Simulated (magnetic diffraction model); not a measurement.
## Moment size from magnetic intensity in Y2Fe2W

Space group P4/mbm (no. 127), a = 7.4640 Å, c = 3.6250 Å.

| site | atom | x | y | z |
| --- | --- | --- | --- | --- |
| 2a | W | 1/2 | 1/2 | 0 |
| 4h | Y | 0.6643 | 0.8357 | 1/2 |
| 4g | Fe | 0.8733 | 0.6267 | 0 |

This is a made-up structure (elements placed in a structure type, unrelaxed), so the numbers test the method and describe no known phase.

Only Fe is taken to order (form factors of Fe2+); orders and moment sizes are assumed, and not adapted to the symmetry. Radiation: neutrons of λ = 2.567 Å, 5° to 90°; isotropic B of 0.38 Å² (W), 0.51 Å² (Y) and 0.51 Å² (Fe). The intensities are simulated: I ∝ L Σ (|F_N|² + |F_M⊥|²) for unpolarised neutrons, with F_M = 2.695 fm/μB × Σ f(s) S exp(2πi Q·r) exp(−B s²) at Q = H ± k (one set where k and −k are equivalent), only the part normal to Q counting and L = 1/(sin²θ cos θ). For collinear order S is the moment m, which repeats by lattice and centring translations R with the sign exp(−2πi k·R). Form factors are spin-only for 3d ions and dipole or tabulated for f ions, scattering lengths are Sears's of 1992, and absorption is left out. A label names one of the reflections at its angle. The strongest nuclear line in the range is 100, and lines under 0.2 are left out.

In a first state the assumed order is k = (0 1/2 0), collinear moments along [111], 1.69 μB on Fe; signs + at (0.8733, 0.6267, 0), − at (0.6267, 0.1267, 0), + at (0.1267, 0.3733, 0), + at (0.3733, 0.8733, 0), with this pattern:

```
2θ (°)      index  nuclear  magnetic
  9.87  (0 1/2 0)      0.0      12.3
 22.17  (1 1/2 0)      0.0       2.6
 28.15    (1 1 0)     11.8       0.0
 36.12  (1 3/2 0)      0.0       0.9
 40.23    (2 0 0)      0.7       0.0
 41.47    (0 0 1)      2.7       0.0
 42.74  (0 1/2 1)      0.0       1.6
 45.23    (2 1 0)      0.4       0.0
 47.52  (1 1/2 1)      0.0       1.3
 50.92  (2 3/2 0)      0.0       0.7
 55.16  (1 5/2 0)      0.0       0.3
 56.15  (1 3/2 1)      0.0       0.8
 58.20    (2 2 0)      3.1       0.0
 59.16    (2 0 1)     12.1       0.0
 63.03    (2 1 1)    100.0       0.0
 63.07  (3 1/2 0)      0.0       0.2
```
(The table stops after 16 lines; 9 more lie at higher angle.)

**Question.** Nearer the ordering temperature the line at 9.87° has total intensity 3.0 on the same scale, and all moments have shrunk alike. How large is the Fe moment?

The nuclear part, 0.0, stays, so the magnetic part is 3.0 against 12.3. It goes as m², so m = 1.69 × √(3.0/12.3) = 0.83 μB; the value used was 0.84 μB.

[Logs are printed without paths, hosts, clocks, repeated set-up lines and the standing remarks that a program may print on its own settings, such as how far it seeks lower states.]
